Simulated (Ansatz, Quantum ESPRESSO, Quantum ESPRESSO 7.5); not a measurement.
## From contact to tunnelling: vacuum gaps between two Li(110) faces

How fast does transmission decay with width? The series: vacuum gaps between two Li(110) faces.

Calculated with Quantum ESPRESSO 7.5; plane-wave DFT, LDA, GBRV ultrasoft pseudopotentials (cross-check by Ansatz 0.2.0 with PAW datasets).

Report form: inputs, costs, results and the conclusion, without the logs.

## 1. Set-up

The cell holds 12 atoms: 12 Li. Its edges and angles: a = 3.440 Å, b = 2.979 Å, c = 31.757 Å, α = 90.0°, β = 90.0°, γ = 54.7°. It derives from Li. Regions: left lead, 6 atoms (6 Li); right lead, 6 atoms (6 Li). The structure is stacked, and the current runs, along c.

## 2. Self-consistent run, 5 Å

One periodic cell holds a lead period, the junction and more lead; the atoms stay as built.

File j0.scf.in:

```
&control
  prefix = 'j0.scf'
  outdir = './out'
  pseudo_dir = './pseudo'
  calculation = 'scf'
  tprnfor = .true.
/
&system
  ibrav = 0
  nat = 12
  ntyp = 1
  ecutwfc = 40
  ecutrho = 200
  occupations = 'smearing'
  smearing = 'mv'
  degauss = 0.01
/
&electrons
  conv_thr = 1e-07
  mixing_beta = 0.25
  electron_maxstep = 120
  mixing_mode = 'local-TF'
/
ATOMIC_SPECIES
  Li  6.9400  li_lda_v1.4.uspp.F.UPF
CELL_PARAMETERS angstrom
  3.44000000000000 0.00000000000000 0.00000000000000
  1.72000000000000 2.43244732728172 0.00000000000000
  0.00000000000000 0.00000000000000 31.75692060009896
ATOMIC_POSITIONS crystal
  Li  0.000000000000 0.000000000000 0.000000000000
  Li  0.500000000000 0.000000000000 0.076595818528
  Li  0.000000000000 0.000000000000 0.153191637055
  Li  0.500000000000 0.000000000000 0.229787455583
  Li  0.000000000000 0.000000000000 0.306383274111
  Li  0.500000000000 0.000000000000 0.382979092638
  Li  0.000000000000 0.000000000000 0.540425088834
  Li  0.500000000000 0.000000000000 0.617020907362
  Li  0.000000000000 0.000000000000 0.693616725889
  Li  0.500000000000 0.000000000000 0.770212544417
  Li  0.000000000000 0.000000000000 0.846808362945
  Li  0.500000000000 0.000000000000 0.923404181472
K_POINTS automatic
  8 10 1 0 0 0
```

Command:

```bash
$ OMP_NUM_THREADS=1 mpirun -n 2 pw.x -nk 2 -in j0.scf.in > j0.scf.out
```

Wall time 4.8 min (2 MPI ranks of Arm Neoverse N1, shared host); peak memory 0.37 GiB; 9.6 min of CPU time.

Read from the output:

```
free energy  : -2333.3329 eV
Fermi energy : 0.6138 eV
```

The run needed 23 iterations to bring the estimated error under 1e-07 Ry; the largest force on any atom, held or free, is 0.08 eV/Å.

## 3. Transmission with pwcond.x, 5 Å

prefixt takes both regions from one run: the lead from 0 to bdl, the scattering region from bdl to bds (units of alat). ikind = 1 puts the same lead on both sides. The program's T_tot counts both spins in a run without spin; the tables below give T per spin.

File j0.cond.in:

```
&inputcond
  outdir = './out'
  prefixt = 'j0.scf'
  tran_file = 'j0.cond.dat'
  bdl = 1.4142135610
  bds = 9.2316629651
  ikind = 1
  ewind = 4.0
  epsproj = 1e-05
  nz1 = 7
  energy0 = 0.4
  denergy = -0.4
/
21
  0.00000000 0.00000000 0.01562500
  0.00000000 0.12500000 0.03125000
  0.00000000 0.25000000 0.03125000
  0.00000000 0.37500000 0.03125000
  0.00000000 0.50000000 0.01562500
  0.12500000 0.00000000 0.06250000
  0.12500000 0.25000000 0.06250000
  0.12500000 0.37500000 0.06250000
  0.12500000 0.50000000 0.06250000
  0.25000000 0.00000000 0.06250000
  0.25000000 0.12500000 0.03125000
  0.25000000 0.37500000 0.06250000
  0.25000000 0.50000000 0.06250000
  0.25000000 0.62500000 0.03125000
  0.37500000 0.00000000 0.06250000
  0.37500000 0.12500000 0.06250000
  0.37500000 0.50000000 0.06250000
  0.37500000 0.62500000 0.06250000
  0.50000000 0.00000000 0.03125000
  0.50000000 0.12500000 0.06250000
  0.50000000 0.25000000 0.03125000
3
```

Command:

```bash
$ OMP_NUM_THREADS=1 mpirun -n 2 pwcond.x -in j0.cond.in > j0.cond.out
```

Run time: 72 s. Hardware: 2 MPI ranks; peak memory 0.12 GiB.

Numbers from this step:

- lead channels at the Fermi level, one spin: 0.9219
- transmission at the Fermi level, one spin: 0.2594
- conductance: 0.2594 G₀

Per spin; mean over the k mesh across the current. Open channels, zone mean against energy, zero at the Fermi level:

```
energy (eV)  open channels, zone mean
     -0.400                     0.734
      0.000                     0.922
      0.400                     0.922
```

Per spin; mean over the k mesh across the current. Transmission, zone mean against energy, zero at the Fermi level:

```csv
energy (eV),"transmission, zone mean"
-0.400,0.199
0.000,0.259
0.400,0.265
```

At 0.000 eV; k in fractions of b1, b2. Transmission by k point:

```
   k1     k2   weight         t  channels
    0      0  0.01562    0.5765         1
    0  0.125  0.03125    0.9998         1
    0   0.25  0.03125    0.3348         1
    0  0.375  0.03125   0.04356         1
    0    0.5  0.01562         0         0
0.125      0   0.0625    0.9814         1
0.125   0.25   0.0625    0.6041         1
0.125  0.375   0.0625    0.1014         1
0.125    0.5   0.0625  0.002243         1
 0.25      0   0.0625    0.5413         1
 0.25  0.125  0.03125     0.824         1
 0.25  0.375   0.0625    0.1512         1
 0.25    0.5   0.0625   0.01863         1
 0.25  0.625  0.03125         0         0
0.375      0   0.0625    0.1234         1
0.375  0.125   0.0625    0.2543         1
0.375    0.5   0.0625   0.02375         1
0.375  0.625   0.0625         0         0
  0.5      0  0.03125   0.01069         2
  0.5  0.125   0.0625   0.06118         1
  0.5   0.25  0.03125    0.0727         1
```

## 4. Cross-check with Ansatz, 5 Å

A second code with its own PAW datasets, on the same atoms.

Level of this step: plane-wave DFT, LDA, Ansatz PAW (Ansatz 0.2.0).

File input.yaml:

```yaml
crystal:
  lattice:
    - [3.44, 0.0, 0.0]
    - [1.72, 2.4324473273, 0.0]
    - [0.0, 0.0, 31.7569206001]
  atoms:
    - { symbol: Li, position: [0.0, 0.0, 0.0] }
    - { symbol: Li, position: [0.5, 0.0, 0.0765958185] }
    - { symbol: Li, position: [0.0, 0.0, 0.1531916371] }
    - { symbol: Li, position: [0.5, 0.0, 0.2297874556] }
    - { symbol: Li, position: [0.0, 0.0, 0.3063832741] }
    - { symbol: Li, position: [0.5, 0.0, 0.3829790926] }
    - { symbol: Li, position: [0.0, 0.0, 0.5404250888] }
    - { symbol: Li, position: [0.5, 0.0, 0.6170209074] }
    - { symbol: Li, position: [0.0, 0.0, 0.6936167259] }
    - { symbol: Li, position: [0.5, 0.0, 0.7702125444] }
    - { symbol: Li, position: [0.0, 0.0, 0.8468083629] }
    - { symbol: Li, position: [0.5, 0.0, 0.9234041815] }
kpoints:
  mp_grid: { grid: [8, 10, 1] }
hamiltonian:
  xc: lda
scf:
  occupations: { method: fermi_dirac, width: 0.1 }
  convergence: { dr2_threshold: 1.0e-08 }
output:
  transmission: { leads: [[0, 2]], e_range: [-0.4, 0.4], de: 0.4, kmesh: [8, 8] }
  write_potential: true
  write_density: true
  volumetric_format: npy
  elf: true
```

Command:

```bash
$ ansatz run input.yaml --threads 2 --pin off --max-ram 4096MiB --backend cpu --events-out ev --progress --plain --runs-dir out
```

Run time: 53 s. Hardware: 2 threads; peak memory 0.56 GiB; 1.7 min of CPU time.

This step gave:

```
free energy                                  : -2419.2698 eV
energy at zero smearing                      : -2419.1732 eV
smearing term TS                             : 0.1932 eV
Fermi energy                                 : 0.6247 eV
symmetry operations                          : 4
transmission at the Fermi level, one spin    : 0.2322
step of the lead's Hamiltonian over a period : 6.7 meV
```

Per spin; mean over the k mesh across the current. Transmission, zone mean against energy, zero at the Fermi level:

```
energy (eV)  transmission, zone mean
     -0.400                    0.166
      0.000                    0.232
      0.400                    0.250
```

Per spin; mean over the k mesh across the current. Open channels, zone mean against energy, zero at the Fermi level:

```csv
energy (eV),"open channels, zone mean"
-0.400,0.672
0.000,0.922
0.400,0.922
```

Valence density in the ca plane at fractional y = 0.000, with atoms of Li within 0.2 Å of it. It is the smooth field of the valence electrons, not physical close to the nuclei.

Ten steps, logarithmic in the rise over the least value, from '0' (0.0 e/Å³) to '9' (7.5 e/Å³), each cell a mean:
```
11116872111100000000000048841100001111686211
01111321111100000000000002211100000111131101
11100000111221000000000000111111221111010000
31110000112786100000000000111115873111100101
41110000112897100000000000111116984111111101
11110000111563000000000000111113651111000001
11111110111110000000000001111101111111111000
11113641111100000000000025621100000111464101
11127983111100000000000059951100001112897211
```
Columns run along c (16.0 Å, from fractional 0.25 to 0.75 of the cell), rows up along a (3.4 Å). Atoms in or near the plane, at fractional coordinates: Li at (0.31, 0.00), Li at (0.38, 0.50), Li at (0.54, 0.00), Li at (0.62, 0.50), Li at (0.69, 0.00).

Electrostatic potential energy in the ca plane at fractional y = 0.000, with atoms of Li within 0.2 Å of it. With pseudopotentials it is smooth inside the atoms' cores, unlike the true potential.

Ten even steps from '0' (-31 eV) to '9' (4 eV), each cell a mean:
```
99973016899999999999999841048999999987202789
99987568999888999999999876578999889998657899
89999889998657899999999998899987568999889999
58999999986103789999999999999973015899999998
48999999985002689999999999999972005899999998
68999999987325899999999999999985237899999998
89998788998878899999999988789998888998878899
99985247999999999999999863268999999997424799
99971005899999999999999840038999999986101689
```
Columns run along c (16.0 Å, from fractional 0.25 to 0.75 of the cell; values clipped at the 3rd and 97th percentile), rows up along a (3.4 Å). Atoms in or near the plane, at fractional coordinates: Li at (0.31, 0.00), Li at (0.38, 0.50), Li at (0.54, 0.00), Li at (0.62, 0.50), Li at (0.69, 0.00).

Ansatz finds T = 0.232 against pwcond's 0.259.

## 5. Ground state, 6 Å

Level of this step: plane-wave DFT, LDA, GBRV ultrasoft pseudopotentials (Quantum ESPRESSO 7.5).

File j1.scf.in:

```
&control
  prefix = 'j1.scf'
  outdir = './out'
  pseudo_dir = './pseudo'
  calculation = 'scf'
  tprnfor = .true.
/
&system
  ibrav = 0
  nat = 12
  ntyp = 1
  ecutwfc = 40
  ecutrho = 200
  occupations = 'smearing'
  smearing = 'mv'
  degauss = 0.01
/
&electrons
  conv_thr = 1e-07
  mixing_beta = 0.25
  electron_maxstep = 120
  mixing_mode = 'local-TF'
/
ATOMIC_SPECIES
  Li  6.9400  li_lda_v1.4.uspp.F.UPF
CELL_PARAMETERS angstrom
  3.44000000000000 0.00000000000000 0.00000000000000
  1.72000000000000 2.43244732728172 0.00000000000000
  0.00000000000000 0.00000000000000 32.75692060009896
ATOMIC_POSITIONS crystal
  Li  0.000000000000 0.000000000000 0.000000000000
  Li  0.500000000000 0.000000000000 0.074257509031
  Li  0.000000000000 0.000000000000 0.148515018062
  Li  0.500000000000 0.000000000000 0.222772527092
  Li  0.000000000000 0.000000000000 0.297030036123
  Li  0.500000000000 0.000000000000 0.371287545154
  Li  0.000000000000 0.000000000000 0.554454945815
  Li  0.500000000000 0.000000000000 0.628712454846
  Li  0.000000000000 0.000000000000 0.702969963877
  Li  0.500000000000 0.000000000000 0.777227472908
  Li  0.000000000000 0.000000000000 0.851484981938
  Li  0.500000000000 0.000000000000 0.925742490969
K_POINTS automatic
  8 10 1 0 0 0
```

Command:

```bash
$ OMP_NUM_THREADS=1 mpirun -n 2 pw.x -nk 2 -in j1.scf.in > j1.scf.out
```

It took 7.2 min on 2 MPI ranks; peak memory 0.38 GiB.

Read from the output:

- free energy: -2333.2907 eV
- Fermi energy: 0.5061 eV

## 6. The open system, 6 Å

j1.cond.in, as its differences from the input of step 3:

```diff
@@ -2,6 +2,6 @@
   outdir = './out'
-  prefixt = 'j0.scf'
-  tran_file = 'j0.cond.dat'
+  prefixt = 'j1.scf'
+  tran_file = 'j1.cond.dat'
   bdl = 1.4142135610
-  bds = 9.2316629651
+  bds = 9.5223606395
   ikind = 1
```

Command:

```bash
$ OMP_NUM_THREADS=1 mpirun -n 2 pwcond.x -in j1.cond.in > j1.cond.out
```

Elapsed: 74 s, on 2 MPI ranks; peak memory 0.12 GiB; 2.4 min of CPU time.

Numbers from this step:

| Quantity | Value |
| --- | --- |
| transmission at the Fermi level, one spin | 0.1363 |
| conductance | 0.1363 G₀ |

Per spin; mean over the k mesh across the current. Table of transmission, zone mean by energy, zero at the Fermi level:

| energy (eV) | transmission, zone mean |
| --- | --- |
| -0.400 | 0.0740 |
| 0.000 | 0.136 |
| 0.400 | 0.154 |

T goes from 0.259 to 0.136, a factor of 1.9.

## 7. Cross-check with Ansatz, 6 Å

Level of this step: plane-wave DFT, LDA, Ansatz PAW (Ansatz 0.2.0).

File input.yaml:

```yaml
crystal:
  lattice:
    - [3.44, 0.0, 0.0]
    - [1.72, 2.4324473273, 0.0]
    - [0.0, 0.0, 32.7569206001]
  atoms:
    - { symbol: Li, position: [0.0, 0.0, 0.0] }
    - { symbol: Li, position: [0.5, 0.0, 0.074257509] }
    - { symbol: Li, position: [0.0, 0.0, 0.1485150181] }
    - { symbol: Li, position: [0.5, 0.0, 0.2227725271] }
    - { symbol: Li, position: [0.0, 0.0, 0.2970300361] }
    - { symbol: Li, position: [0.5, 0.0, 0.3712875452] }
    - { symbol: Li, position: [0.0, 0.0, 0.5544549458] }
    - { symbol: Li, position: [0.5, 0.0, 0.6287124548] }
    - { symbol: Li, position: [0.0, 0.0, 0.7029699639] }
    - { symbol: Li, position: [0.5, 0.0, 0.7772274729] }
    - { symbol: Li, position: [0.0, 0.0, 0.8514849819] }
    - { symbol: Li, position: [0.5, 0.0, 0.925742491] }
kpoints:
  mp_grid: { grid: [8, 10, 1] }
hamiltonian:
  xc: lda
scf:
  occupations: { method: fermi_dirac, width: 0.1 }
  convergence: { dr2_threshold: 1.0e-08 }
output:
  transmission: { leads: [[0, 2]], e_range: [-0.4, 0.4], de: 0.4, kmesh: [8, 8] }
  write_potential: true
  write_density: true
  volumetric_format: npy
```

Command:

```bash
$ ansatz run input.yaml --threads 2 --pin off --max-ram 4096MiB --backend cpu --events-out ev --progress --plain --runs-dir out
```

Run time: 57 s. Hardware: 2 threads; peak memory 0.6 GiB.

This step gave:

| Property | Result |
| --- | --- |
| free energy | -2419.2099 eV |
| energy at zero smearing | -2419.1140 eV |
| smearing term TS | 0.1918 eV |
| Fermi energy | 0.5138 eV |
| transmission at the Fermi level, one spin | 0.1105 |
| step of the lead's Hamiltonian over a period | 5.6 meV |

Per spin; mean over the k mesh across the current. Transmission, zone mean against energy, zero at the Fermi level:

```
energy (eV)  transmission, zone mean
     -0.400                   0.0533
      0.000                    0.110
      0.400                    0.150
```

Ansatz finds T = 0.110 against pwcond's 0.136.

## 8. Ground state, 7 Å

Level of this step: plane-wave DFT, LDA, GBRV ultrasoft pseudopotentials (Quantum ESPRESSO 7.5).

File j2.scf.in:

```
&control
  prefix = 'j2.scf'
  outdir = './out'
  pseudo_dir = './pseudo'
  calculation = 'scf'
  tprnfor = .true.
/
&system
  ibrav = 0
  nat = 12
  ntyp = 1
  ecutwfc = 40
  ecutrho = 200
  occupations = 'smearing'
  smearing = 'mv'
  degauss = 0.01
/
&electrons
  conv_thr = 1e-07
  mixing_beta = 0.25
  electron_maxstep = 120
  mixing_mode = 'local-TF'
/
ATOMIC_SPECIES
  Li  6.9400  li_lda_v1.4.uspp.F.UPF
CELL_PARAMETERS angstrom
  3.44000000000000 0.00000000000000 0.00000000000000
  1.72000000000000 2.43244732728172 0.00000000000000
  0.00000000000000 0.00000000000000 33.75692060009896
ATOMIC_POSITIONS crystal
  Li  0.000000000000 0.000000000000 0.000000000000
  Li  0.500000000000 0.000000000000 0.072057737615
  Li  0.000000000000 0.000000000000 0.144115475229
  Li  0.500000000000 0.000000000000 0.216173212844
  Li  0.000000000000 0.000000000000 0.288230950459
  Li  0.500000000000 0.000000000000 0.360288688073
  Li  0.000000000000 0.000000000000 0.567653574312
  Li  0.500000000000 0.000000000000 0.639711311927
  Li  0.000000000000 0.000000000000 0.711769049541
  Li  0.500000000000 0.000000000000 0.783826787156
  Li  0.000000000000 0.000000000000 0.855884524771
  Li  0.500000000000 0.000000000000 0.927942262385
K_POINTS automatic
  8 10 1 0 0 0
```

Command:

```bash
$ OMP_NUM_THREADS=1 mpirun -n 2 pw.x -nk 2 -in j2.scf.in > j2.scf.out
```

Wall time 6.6 min (2 MPI ranks); peak memory 0.39 GiB; 13 min of CPU time.

This step gave:

```
free energy  : -2333.2828 eV
Fermi energy : 0.3998 eV
```

## 9. Transmission with pwcond.x, 7 Å

j2.cond.in, as its differences from the input of step 6:

```diff
@@ -2,6 +2,6 @@
   outdir = './out'
-  prefixt = 'j1.scf'
-  tran_file = 'j1.cond.dat'
+  prefixt = 'j2.scf'
+  tran_file = 'j2.cond.dat'
   bdl = 1.4142135610
-  bds = 9.5223606395
+  bds = 9.8130583140
   ikind = 1
```

Command:

```bash
$ OMP_NUM_THREADS=1 mpirun -n 2 pwcond.x -in j2.cond.in > j2.cond.out
```

The job ended after 79 s (2 MPI ranks; peak memory 0.12 GiB).

Read from the output:

```
transmission at the Fermi level, one spin : 0.05497
conductance                               : 0.05497 G₀
```

Per spin; mean over the k mesh across the current. Table of transmission, zone mean by energy, zero at the Fermi level:

```
energy (eV)  transmission, zone mean
     -0.400                   0.0184
      0.000                   0.0550
      0.400                    0.113
```

At 0.000 eV; k in fractions of b1, b2. Transmission by k point:

```
   k1     k2   weight         t  channels
    0      0  0.01562     0.909         1
    0  0.125  0.03125    0.2752         1
    0   0.25  0.03125    0.0137         1
    0  0.375  0.03125   5.46e-4         1
    0    0.5  0.01562         0         0
0.125      0   0.0625    0.3724         1
0.125   0.25   0.0625   0.04048         1
0.125  0.375   0.0625  0.002051         1
0.125    0.5   0.0625   1.53e-5         1
 0.25      0   0.0625   0.03252         1
 0.25  0.125  0.03125    0.0873         1
 0.25  0.375   0.0625  0.003649         1
 0.25    0.5   0.0625   1.73e-4         1
 0.25  0.625  0.03125         0         0
0.375      0   0.0625  0.002561         1
0.375  0.125   0.0625  0.008422         1
0.375    0.5   0.0625   2.50e-4         1
0.375  0.625   0.0625         0         0
  0.5      0  0.03125   9.83e-5         2
  0.5  0.125   0.0625   8.02e-4         1
  0.5   0.25  0.03125  0.001133         1
```

T goes from 0.136 to 0.0550, a factor of 2.5.

## 10. The same in Ansatz, 7 Å

Level of this step: plane-wave DFT, LDA, Ansatz PAW (Ansatz 0.2.0).

File input.yaml:

```yaml
crystal:
  lattice:
    - [3.44, 0.0, 0.0]
    - [1.72, 2.4324473273, 0.0]
    - [0.0, 0.0, 33.7569206001]
  atoms:
    - { symbol: Li, position: [0.0, 0.0, 0.0] }
    - { symbol: Li, position: [0.5, 0.0, 0.0720577376] }
    - { symbol: Li, position: [0.0, 0.0, 0.1441154752] }
    - { symbol: Li, position: [0.5, 0.0, 0.2161732128] }
    - { symbol: Li, position: [0.0, 0.0, 0.2882309505] }
    - { symbol: Li, position: [0.5, 0.0, 0.3602886881] }
    - { symbol: Li, position: [0.0, 0.0, 0.5676535743] }
    - { symbol: Li, position: [0.5, 0.0, 0.6397113119] }
    - { symbol: Li, position: [0.0, 0.0, 0.7117690495] }
    - { symbol: Li, position: [0.5, 0.0, 0.7838267872] }
    - { symbol: Li, position: [0.0, 0.0, 0.8558845248] }
    - { symbol: Li, position: [0.5, 0.0, 0.9279422624] }
kpoints:
  mp_grid: { grid: [8, 10, 1] }
hamiltonian:
  xc: lda
scf:
  occupations: { method: fermi_dirac, width: 0.1 }
  convergence: { dr2_threshold: 1.0e-08 }
output:
  transmission: { leads: [[0, 2]], e_range: [-0.4, 0.4], de: 0.4, kmesh: [8, 8] }
  write_potential: true
  write_density: true
  volumetric_format: npy
  elf: true
```

Command:

```bash
$ ansatz run input.yaml --threads 2 --pin off --max-ram 4096MiB --backend cpu --events-out ev --progress --plain --runs-dir out
```

The job ended after 58 s (2 threads; peak memory 0.61 GiB; 1.9 min of CPU time).

This step gave:

- free energy: -2419.1886 eV
- energy at zero smearing: -2419.0923 eV
- smearing term TS: 0.1925 eV
- Fermi energy: 0.4072 eV
- transmission at the Fermi level, one spin: 0.03837
- step of the lead's Hamiltonian over a period: 4.8 meV

Per spin; mean over the k mesh across the current. Table of transmission, zone mean by energy, zero at the Fermi level:

| energy (eV) | transmission, zone mean |
| --- | --- |
| -0.400 | 0.0120 |
| 0.000 | 0.0384 |
| 0.400 | 0.0984 |

Ansatz finds T = 0.0384 against pwcond's 0.0550.

## 11. SCF with pw.x, 8 Å

Level of this step: plane-wave DFT, LDA, GBRV ultrasoft pseudopotentials (Quantum ESPRESSO 7.5).

File j3.scf.in:

```
&control
  prefix = 'j3.scf'
  outdir = './out'
  pseudo_dir = './pseudo'
  calculation = 'scf'
  tprnfor = .true.
/
&system
  ibrav = 0
  nat = 12
  ntyp = 1
  ecutwfc = 40
  ecutrho = 200
  occupations = 'smearing'
  smearing = 'mv'
  degauss = 0.01
/
&electrons
  conv_thr = 1e-07
  mixing_beta = 0.25
  electron_maxstep = 120
  mixing_mode = 'local-TF'
/
ATOMIC_SPECIES
  Li  6.9400  li_lda_v1.4.uspp.F.UPF
CELL_PARAMETERS angstrom
  3.44000000000000 0.00000000000000 0.00000000000000
  1.72000000000000 2.43244732728172 0.00000000000000
  0.00000000000000 0.00000000000000 34.75692060009896
ATOMIC_POSITIONS crystal
  Li  0.000000000000 0.000000000000 0.000000000000
  Li  0.500000000000 0.000000000000 0.069984546539
  Li  0.000000000000 0.000000000000 0.139969093078
  Li  0.500000000000 0.000000000000 0.209953639616
  Li  0.000000000000 0.000000000000 0.279938186155
  Li  0.500000000000 0.000000000000 0.349922732694
  Li  0.000000000000 0.000000000000 0.580092720767
  Li  0.500000000000 0.000000000000 0.650077267306
  Li  0.000000000000 0.000000000000 0.720061813845
  Li  0.500000000000 0.000000000000 0.790046360384
  Li  0.000000000000 0.000000000000 0.860030906922
  Li  0.500000000000 0.000000000000 0.930015453461
K_POINTS automatic
  8 10 1 0 0 0
```

Command:

```bash
$ OMP_NUM_THREADS=1 mpirun -n 2 pw.x -nk 2 -in j3.scf.in > j3.scf.out
```

The job ended after 7.3 min (2 MPI ranks; peak memory 0.4 GiB).

Numbers from this step:

| Quantity | Value |
| --- | --- |
| free energy | -2333.2830 eV |
| Fermi energy | 0.2966 eV |

(Part 1 of 2 ends here.)

[Long decimals in the printed logs are rounded to 6 places.]

[Logs are printed without paths, hosts, clocks, repeated set-up lines and the standing remarks that a program may print on its own settings, such as how far it seeks lower states.]

[Hosts, paths, dates, database ids (printed as entryN), source tags and the programs' standing remarks are cut or masked in the printed files.]

[Maps of the electrostatic potential energy from Ansatz leave out the sawtooth potential of an applied field or a dipole correction, so their vacuum need not be flat; planar profiles and work functions include it.]
